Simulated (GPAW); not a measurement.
Consider KTaO3 (Pm-3m).

```xyz
5
Lattice="3.9883 0.0000 0.0000 0.0000 3.9883 0.0000 0.0000 0.0000 3.9883" Properties=species:S:1:pos:R:3 pbc="T T T"
Ta    0.0000    0.0000    0.0000
K     1.9942    1.9942    1.9942
O     0.0000    0.0000    1.9942
O     0.0000    1.9942    0.0000
O     1.9942    0.0000    0.0000
```

Absorber: atom 3, with 2 Ta at 1.99 Å (linear, site symmetry 4/mmm). Method: GPAW, revPBE, full core hole (charged cell), 10-atom cell with 5.6 Å between holes, 6×6×6 k points, dipole transitions, Gaussian full width 0.9 eV up to 4 eV, rising linearly to 3.5 eV at 25 eV, without spin-orbit coupling.

Predict the near-edge structure at the O K edge.

Main maxima up to 24 eV above the zero (height): 2.1 eV (1.60), 8.1 eV (2.69), 12.9 eV (1.38) and 21.1 eV (1.16). A K edge sees empty p states; the first features are O p mixed into the empty d states of the Ta neighbours, and the broad ones above probably into the cations' higher empty bands. The total-energy difference plus the lowest empty eigenvalue puts the zero at 538.31 eV. One term is added: -8.91 eV, since the hole is spin-paired here and a spin-polarised one costs that much less in the free atom (computed apart). The photon energy is then 529.40 eV. The functional and the charged cell's background leave an error of a few eV in such absolute values.

The O K spectrum (energy from the lowest empty level; intensity scaled to a mean of 1 over the first 20 eV):

```tsv
E (eV)	intensity
-2.0	0.00
-1.5	0.00
-1.0	0.00
-0.5	0.00
0.0	0.04
0.5	0.17
1.0	0.48
1.5	1.01
2.0	1.59
2.5	1.30
3.0	0.93
3.5	0.69
4.0	0.37
4.5	0.31
5.0	0.57
5.5	0.82
6.0	0.95
6.5	1.23
7.0	1.73
7.5	2.31
8.0	2.67
8.5	2.56
9.0	2.08
9.5	1.46
10.0	0.97
10.5	0.78
11.0	0.86
11.5	1.07
12.0	1.25
12.5	1.35
13.0	1.38
13.5	1.30
14.0	1.13
14.5	0.91
15.0	0.70
15.5	0.51
16.0	0.39
16.5	0.32
17.0	0.32
17.5	0.36
18.0	0.45
18.5	0.56
19.0	0.69
19.5	0.84
20.0	0.99
20.5	1.10
21.0	1.16
21.5	1.13
22.0	1.03
22.5	0.87
23.0	0.71
23.5	0.56
24.0	0.44
24.5	0.36
25.0	0.32
25.5	0.30
26.0	0.32
26.5	0.37
27.0	0.44
27.5	0.53
28.0	0.64
28.5	0.75
29.0	0.85
29.5	0.95
30.0	1.03
30.5	1.11
31.0	1.17
31.5	1.22
32.0	1.26
```

The holes are only 5.6 Å apart, so the shape is probably not converged with cell size; no larger cell was run here. The mesh is coarse (0.26 Å⁻¹ between points), so small maxima may be mesh ripples. The structure is a published determination, not relaxed.

[Banner, clock and machine lines of the logs are left out without a mark of their own.]

[Logs are printed without paths, hosts, clocks, repeated set-up lines and the standing remarks that a program may print on its own settings, such as how far it seeks lower states.]

[Hosts, paths, dates, database ids (printed as entryN), source tags and the programs' standing remarks are cut or masked in the printed files.]

[Lists of maxima count a maximum above −3 eV only where it reaches 4 % of the highest in the window and stands out from its surroundings by 2 % of it (1.5 % where it reaches 55 %); shoulders and weaker maxima are passed over, and of the rest the first, up to two pre-edge ones and the few strongest are named.]
